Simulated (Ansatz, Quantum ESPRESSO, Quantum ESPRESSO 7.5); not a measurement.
## Ca: work function by face

Which face of Ca holds its electrons most tightly, and does packing explain the order?

Main program and level: Quantum ESPRESSO 7.5; plane-wave DFT, PBE, GBRV ultrasoft pseudopotentials (geometry and cross-check by Ansatz 0.2.0 with PAW datasets; geometry under PBE).

Experimental background.

“Anisotropic work function of elemental crystals” (2019, arxiv:1902.07811) quotes from earlier work for Ca (polycrystalline sample, no single face): work function, loosely compared (polycrystalline sample, no single face) 2.87 eV.

Most raw output is cut from this account.

## (1) The structure

The cell holds 5 atoms: 5 Ca. Its edges and angles: a = 3.946 Å, b = 3.946 Å, c = 28.886 Å, α = 90.0°, β = 90.0°, γ = 60.0°. It derives from Ca. Vacuum lies along c.

## (2) Geometry from Ansatz of (111)

A relaxation in Ansatz fixes the structure of this slab for the runs on it.

input.yaml

```yaml
crystal:
  lattice:
    - [3.945655839, 0.0, 0.0]
    - [1.9728279195, 3.4170381912, 0.0]
    - [0.0, 0.0, 28.8864580083]
  atoms:
    - { symbol: Ca, position: [0.6666666667, 0.6666666667, 0.2769463808] }
    - { symbol: Ca, position: [0.0, 0.0, 0.3884731904] }
    - { symbol: Ca, position: [0.3333333333, 0.3333333333, 0.5] }
    - { symbol: Ca, position: [0.6666666667, 0.6666666667, 0.6115268096] }
    - { symbol: Ca, position: [0.0, 0.0, 0.7230536192] }
kpoints:
  mp_grid: { grid: [12, 12, 1] }
hamiltonian:
  xc: pbe
scf:
  occupations: { method: fermi_dirac, width: 0.1 }
  convergence: { dr2_threshold: 1.0e-08 }
efield:
  axis: 3
  dipole_correction: true
  ramp_position: 0.97
  ramp_width: 0.04
relax:
  f_tol: 0.01
  constraints: [{ sites: [2] }]
output:
  write_potential: true
  write_density: true
  volumetric_format: npy
```

Launch:

```console
$ ansatz run input.yaml --threads 4 --pin off --max-ram 8192MiB --backend cpu --events-out ev --progress --plain --runs-dir out
```

Wall time 16 s (4 threads of Arm Neoverse V2, shared host); peak memory 0.73 GiB.

Step by step:

```csv
step,energy less that of the first step (eV),largest force component (eV/Å)
1,0.0000,0.1010
2,-0.0100,0.0591
3,-0.0145,0.0108
4,-0.0146,0.0028
```

Forces are held to the 6 operations that the run works with; a distortion that breaks them can't arise in this run.

The atoms that moved most (Å):

```csv
atom,dx,dy,dz,length
Ca1,0.000,0.000,0.170,0.170
Ca5,0.000,0.000,-0.170,0.170
Ca2,0.000,0.000,0.049,0.049
Ca4,0.000,0.000,-0.049,0.049
```

The relaxed structure:

```cif
data_structure
_symmetry_space_group_name_H-M 'P 1'
_symmetry_Int_Tables_number 1
_cell_length_a 3.9457
_cell_length_b 3.9457
_cell_length_c 28.8865
_cell_angle_alpha 90.000
_cell_angle_beta 90.000
_cell_angle_gamma 60.000
_cell_volume 389.46
loop_
_atom_site_label
_atom_site_type_symbol
_atom_site_fract_x
_atom_site_fract_y
_atom_site_fract_z
_atom_site_occupancy
Ca1 Ca 0.66667 0.66667 0.28282 1
Ca2 Ca 0.00000 0.00000 0.39017 1
Ca3 Ca 0.33333 0.33333 0.50000 1
Ca4 Ca 0.66667 0.66667 0.60983 1
Ca5 Ca 0.00000 0.00000 0.71718 1
```

The relaxation lowers the energy by 3 meV an atom. Held were the atoms numbered 3; the forces quoted are those on the free ones.

This step gave:

```
free energy                     : -9083.6399 eV
energy at zero smearing         : -9083.5282 eV
smearing term TS                : 0.2233 eV
Fermi energy                    : 1.442 eV
symmetry operations             : 6
work function of the upper face : 2.953 eV
work function of the lower face : 2.953 eV
dipole along the normal         : 9.69e-6 e·Å
```

## (3) Self-consistent run of (111), PBE

Both faces of the slab are alike, so a plain periodic cell serves and symmetry is kept.

Level of this step: plane-wave DFT, PBE, GBRV ultrasoft pseudopotentials (Quantum ESPRESSO 7.5).

111.pbe.in

```
&control
  prefix = '111.pbe'
  outdir = './out'
  pseudo_dir = './pseudo'
  calculation = 'scf'
  tprnfor = .true.
/
&system
  ibrav = 0
  nat = 5
  ntyp = 1
  ecutwfc = 40
  ecutrho = 200
  occupations = 'smearing'
  smearing = 'mv'
  degauss = 0.02
/
&electrons
  conv_thr = 1e-07
  mixing_beta = 0.4
  electron_maxstep = 120
  mixing_mode = 'local-TF'
/
ATOMIC_SPECIES
  Ca  40.0780  ca_pbe_v1.uspp.F.UPF
CELL_PARAMETERS angstrom
  3.94565583902055 0.00000000000000 0.00000000000000
  1.97282791951028 3.41703819118220 0.00000000000000
  0.00000000000000 0.00000000000000 28.88645800830000
ATOMIC_POSITIONS crystal
  Ca  0.666666666667 0.666666666667 0.282819077508
  Ca  -0.000000000000 0.000000000000 0.390167204393
  Ca  0.333333333333 0.333333333333 0.500000000000
  Ca  0.666666666667 0.666666666667 0.609832803231
  Ca  0.000000000000 -0.000000000000 0.717180944578
K_POINTS automatic
  12 12 1 0 0 0
```

Launch:

```console
$ OMP_NUM_THREADS=1 mpirun -n 4 pw.x -nk 4 -in 111.pbe.in > 111.pbe.out
```

It took 56 s on 4 MPI ranks; peak memory 0.68 GiB; 3.7 min of CPU time.

Read from the output:

```
free energy  : -5096.2750 eV
Fermi energy : 1.504 eV
```

## (4) Electrostatic potential of (111)

plot_num = 11 writes the bare and Hartree potential. It leaves out exchange and correlation, which fade slowly, so it flattens close to the surface.

111.pbe.pot.in

```
&inputpp
  prefix = '111.pbe'
  outdir = './out'
  filplot = '111.pbe.pot.dat'
  plot_num = 11
/
```

Launch:

```console
$ OMP_NUM_THREADS=1 mpirun -n 4 pp.x -in 111.pbe.pot.in > 111.pbe.pot.out
```

Run time: 0.92 s. Hardware: 4 MPI ranks; peak memory 0.13 GiB.

Read from the output:

```
work function of the upper face                                       : 2.910 eV
slope of the potential above                                          : 0.002614 eV/Å
upper vacuum line continued to the top atoms, over the Fermi level    : 2.896 eV
work function of the lower face                                       : 2.910 eV
slope of the potential below                                          : -0.001822 eV/Å
lower vacuum line continued to the bottom atoms, over the Fermi level : 2.900 eV
```

The potential energy, planar mean oscillates, so the rows of the table below give means over windows of 3.12 Å about each position, cut where the curve ends. Its maxima inside the range that stand out by 2 % of the span (Å: eV): 9.7: 1.43, 12.8: 1.56, 16.1: 1.56, 19.2: 1.43. Its minima: 8.2: -11.5, 11.3: -11.3, 14.4: -11.4, 17.6: -11.3, 20.7: -11.5.

Electrostatic potential energy of an electron; zero at the Fermi level. Potential energy, planar mean against z; means over each step:

```csv
z (Å),"potential energy, planar mean (eV)"
1.56,2.91
4.68,2.77
7.80,-3.60
10.92,-3.43
14.04,-3.41
17.16,-3.39
20.28,-3.61
23.40,2.34
26.52,2.91
```

## (5) Ground state of (111), PBEsol

The same atoms under a second functional.

Level of this step: plane-wave DFT, PBEsol, GBRV ultrasoft pseudopotentials (Quantum ESPRESSO 7.5).

111.pbesol.in, as its differences from the input of step 3:

```diff
@@ -1,3 +1,3 @@
 &control
-  prefix = '111.pbe'
+  prefix = '111.pbesol'
   outdir = './out'
@@ -24,3 +24,3 @@
 ATOMIC_SPECIES
-  Ca  40.0780  ca_pbe_v1.uspp.F.UPF
+  Ca  40.0780  ca_pbesol_v1.uspp.F.UPF
 CELL_PARAMETERS angstrom
```

Launch:

```console
$ OMP_NUM_THREADS=1 mpirun -n 4 pw.x -nk 4 -in 111.pbesol.in > 111.pbesol.out
```

The job ended after 56 s (4 MPI ranks; peak memory 0.9 GiB; 3.7 min of CPU time).

Numbers from this step:

| Quantity | Value |
| --- | --- |
| free energy | -5090.6887 eV |
| Fermi energy | 1.451 eV |

## (6) Potential by pp.x of (111)

111.pbesol.pot.in

```
&inputpp
  prefix = '111.pbesol'
  outdir = './out'
  filplot = '111.pbesol.pot.dat'
  plot_num = 11
/
```

Launch:

```console
$ OMP_NUM_THREADS=1 mpirun -n 4 pp.x -in 111.pbesol.pot.in > 111.pbesol.pot.out
```

The job ended after 0.91 s (4 MPI ranks; peak memory 0.13 GiB; 3.3 s of CPU time).

Read from the output:

| Property | Result |
| --- | --- |
| work function of the upper face | 2.943 eV |
| slope of the potential above | 0.002437 eV/Å |
| upper vacuum line continued to the top atoms, over the Fermi level | 2.930 eV |
| work function of the lower face | 2.944 eV |
| slope of the potential below | -0.001697 eV/Å |
| lower vacuum line continued to the bottom atoms, over the Fermi level | 2.934 eV |

On (111) the work function under PBEsol lies +0.03 eV from PBE's.

## (7) Geometry from Ansatz of (100)

Level of this step: plane-wave DFT, PBE, Ansatz PAW (Ansatz 0.2.0).

input.yaml, the sections that differ from step 2:

```yaml
crystal:
  lattice:
    - [3.945655839, 0.0, 0.0]
    - [0.0, 3.945655839, 0.0]
    - [0.0, 0.0, 27.16]
  atoms:
    - { symbol: Ca, position: [0.0, 0.0, 0.29455081] }
    - { symbol: Ca, position: [0.5, 0.5, 0.397275405] }
    - { symbol: Ca, position: [0.0, 0.0, 0.5] }
    - { symbol: Ca, position: [0.5, 0.5, 0.602724595] }
    - { symbol: Ca, position: [0.0, 0.0, 0.70544919] }
kpoints:
  mp_grid: { grid: [8, 8, 1] }
# hamiltonian, scf, efield, relax, output: as in step 2
```

Launch:

```console
$ ansatz run input.yaml --threads 4 --pin off --max-ram 8192MiB --backend cpu --events-out ev --progress --plain --runs-dir out
```

The job ended after 12 s (4 threads; peak memory 0.71 GiB).

Step by step:

```csv
step,energy less that of the first step (eV),largest force component (eV/Å)
1,0.0000,0.1294
2,-0.0147,0.0745
3,-0.0215,0.0077
```

Forces are held to the 8 operations that the run works with; a distortion that breaks them can't arise in this run.

The atoms that moved most (Å):

```csv
atom,dx,dy,dz,length
Ca5,0.000,0.000,-0.211,0.211
Ca1,0.000,0.000,0.211,0.211
Ca4,0.000,0.000,-0.072,0.072
Ca2,0.000,0.000,0.072,0.072
```

Final coordinates:

```xyz
5
Lattice="3.9457 0.0000 0.0000 0.0000 3.9457 0.0000 0.0000 0.0000 27.1600" Properties=species:S:1:pos:R:3
Ca    0.0000    0.0000    8.2114
Ca    1.9728    1.9728   10.8623
Ca    0.0000    0.0000   13.5800
Ca    1.9728    1.9728   16.2977
Ca    0.0000    0.0000   18.9486
```

The relaxation lowers the energy by 4 meV an atom. Held were the atoms numbered 3; the forces quoted are those on the free ones.

This step gave:

* free energy: -9083.5232 eV
* energy at zero smearing: -9083.4259 eV
* smearing term TS: 0.1945 eV
* Fermi energy: 1.175 eV
* symmetry operations: 8
* work function of the upper face: 2.773 eV
* work function of the lower face: 2.773 eV
* dipole along the normal: 1.14e-5 e·Å

## (8) Ground state of (100), PBE

Level of this step: plane-wave DFT, PBE, GBRV ultrasoft pseudopotentials (Quantum ESPRESSO 7.5).

100.pbe.in

```
&control
  prefix = '100.pbe'
  outdir = './out'
  pseudo_dir = './pseudo'
  calculation = 'scf'
  tprnfor = .true.
/
&system
  ibrav = 0
  nat = 5
  ntyp = 1
  ecutwfc = 40
  ecutrho = 200
  occupations = 'smearing'
  smearing = 'mv'
  degauss = 0.02
/
&electrons
  conv_thr = 1e-07
  mixing_beta = 0.4
  electron_maxstep = 120
  mixing_mode = 'local-TF'
/
ATOMIC_SPECIES
  Ca  40.0780  ca_pbe_v1.uspp.F.UPF
CELL_PARAMETERS angstrom
  3.94565583900000 0.00000000000000 0.00000000000000
  0.00000000000000 3.94565583900000 0.00000000000000
  0.00000000000000 0.00000000000000 27.16000000000000
ATOMIC_POSITIONS crystal
  Ca  -0.000000000000 0.000000000000 0.302335020356
  Ca  0.500000000000 0.500000000000 0.399937015863
  Ca  0.000000000000 0.000000000000 0.500000000000
  Ca  0.500000000000 0.500000000000 0.600062686676
  Ca  -0.000000000000 0.000000000000 0.697664441328
K_POINTS automatic
  8 8 1 0 0 0
```

Launch:

```console
$ OMP_NUM_THREADS=1 mpirun -n 4 pw.x -nk 4 -in 100.pbe.in > 100.pbe.out
```

It took 48 s on 4 MPI ranks; peak memory 0.69 GiB.

Read from the output:

| Item | Value |
| --- | --- |
| free energy | -5096.1566 eV |
| Fermi energy | 1.215 eV |

## (9) Potential by pp.x of (100)

100.pbe.pot.in

```
&inputpp
  prefix = '100.pbe'
  outdir = './out'
  filplot = '100.pbe.pot.dat'
  plot_num = 11
/
```

Launch:

```console
$ OMP_NUM_THREADS=1 mpirun -n 4 pp.x -in 100.pbe.pot.in > 100.pbe.pot.out
```

Elapsed: 0.91 s, on 4 MPI ranks; peak memory 0.14 GiB; 3.3 s of CPU time.

Read from the output:

- work function of the upper face: 2.765 eV
- slope of the potential above: 0.002091 eV/Å
- upper vacuum line continued to the top atoms, over the Fermi level: 2.754 eV
- work function of the lower face: 2.765 eV
- slope of the potential below: -0.001640 eV/Å
- lower vacuum line continued to the bottom atoms, over the Fermi level: 2.756 eV

The potential energy, planar mean oscillates, so the rows of the table below give means over windows of 2.72 Å about each position, cut where the curve ends. Its maxima inside the range that stand out by 2 % of the span (Å: eV): 9.5: 0.426, 12.2: 0.555, 14.9: 0.555, 17.7: 0.427. Its minima: 8.3: -9.47, 10.9: -9.16, 13.6: -9.22, 16.3: -9.16, 18.9: -9.47.

Electrostatic potential energy of an electron; zero at the Fermi level. Table of potential energy, planar mean by z; means over each step:

```csv
z (Å),"potential energy, planar mean (eV)"
1.36,2.77
4.08,2.74
6.80,-0.544
9.52,-3.68
12.24,-3.36
14.96,-3.35
17.68,-3.68
20.40,-0.368
23.12,2.74
25.84,2.77
```

## (10) Ground state of (100), PBEsol

Level of this step: plane-wave DFT, PBEsol, GBRV ultrasoft pseudopotentials (Quantum ESPRESSO 7.5).

100.pbesol.in, as its differences from the input of step 8:

```diff
@@ -1,3 +1,3 @@
 &control
-  prefix = '100.pbe'
+  prefix = '100.pbesol'
   outdir = './out'
@@ -24,3 +24,3 @@
 ATOMIC_SPECIES
-  Ca  40.0780  ca_pbe_v1.uspp.F.UPF
+  Ca  40.0780  ca_pbesol_v1.uspp.F.UPF
 CELL_PARAMETERS angstrom
```

Launch:

```console
$ OMP_NUM_THREADS=1 mpirun -n 4 pw.x -nk 4 -in 100.pbesol.in > 100.pbesol.out
```

Elapsed: 43 s, on 4 MPI ranks; peak memory 0.96 GiB.

Numbers from this step:

| Quantity | Value |
| --- | --- |
| free energy | -5090.5614 eV |
| Fermi energy | 1.163 eV |

## (11) Potential by pp.x of (100)

100.pbesol.pot.in

```
&inputpp
  prefix = '100.pbesol'
  outdir = './out'
  filplot = '100.pbesol.pot.dat'
  plot_num = 11
/
```

Launch:

```console
$ OMP_NUM_THREADS=1 mpirun -n 4 pp.x -in 100.pbesol.pot.in > 100.pbesol.pot.out
```

Run time: 0.91 s. Hardware: 4 MPI ranks; peak memory 0.14 GiB; 3.3 s of CPU time.

This step gave:

```
work function of the upper face                                       : 2.802 eV
slope of the potential above                                          : 0.001959 eV/Å
upper vacuum line continued to the top atoms, over the Fermi level    : 2.791 eV
work function of the lower face                                       : 2.801 eV
slope of the potential below                                          : -0.001545 eV/Å
lower vacuum line continued to the bottom atoms, over the Fermi level : 2.793 eV
```

On (100) the work function under PBEsol lies +0.04 eV from PBE's.

## (12) Geometry from Ansatz of (110)

Level of this step: plane-wave DFT, PBE, Ansatz PAW (Ansatz 0.2.0).

System of this step: Ca(110), 7 layers. The cell holds 7 atoms: 7 Ca. Its edges and angles: a = 5.580 Å, b = 3.946 Å, c = 27.837 Å, α = 90.0°, β = 90.0°, γ = 90.0°. It derives from Ca. Vacuum lies along c.

input.yaml, the sections that differ from step 7:

```yaml
crystal:
  lattice:
    - [5.58, 0.0, 0.0]
    - [0.0, 3.945655839, 0.0]
    - [0.0, 0.0, 27.8369675171]
  atoms:
    - { symbol: Ca, position: [0.0, 0.0, 0.2873876256] }
    - { symbol: Ca, position: [0.5, 0.5, 0.3582584171] }
    - { symbol: Ca, position: [0.0, 0.0, 0.4291292085] }
    - { symbol: Ca, position: [0.5, 0.5, 0.5] }
    - { symbol: Ca, position: [0.0, 0.0, 0.5708707915] }
    - { symbol: Ca, position: [0.5, 0.5, 0.6417415829] }
    - { symbol: Ca, position: [0.0, 0.0, 0.7126123744] }
kpoints:
  mp_grid: { grid: [6, 8, 1] }
relax:
  f_tol: 0.01
  constraints: [{ sites: [2, 3, 4] }]
# hamiltonian, scf, efield, output: as in step 7
```

Launch:

```console
$ ansatz run input.yaml --threads 4 --pin off --max-ram 8192MiB --backend cpu --events-out ev --progress --plain --runs-dir out
```

Wall time 45 s (4 threads); peak memory 1.1 GiB.

(Part 1 of 2 ends here.)

[Logs are printed without paths, hosts, clocks, repeated set-up lines and the standing remarks that a program may print on its own settings, such as how far it seeks lower states.]

[Hosts, paths, dates, database ids (printed as entryN), source tags and the programs' standing remarks are cut or masked in the printed files.]

[Maps of the electrostatic potential energy from Ansatz leave out the sawtooth potential of an applied field or a dipole correction, so their vacuum need not be flat; planar profiles and work functions include it.]
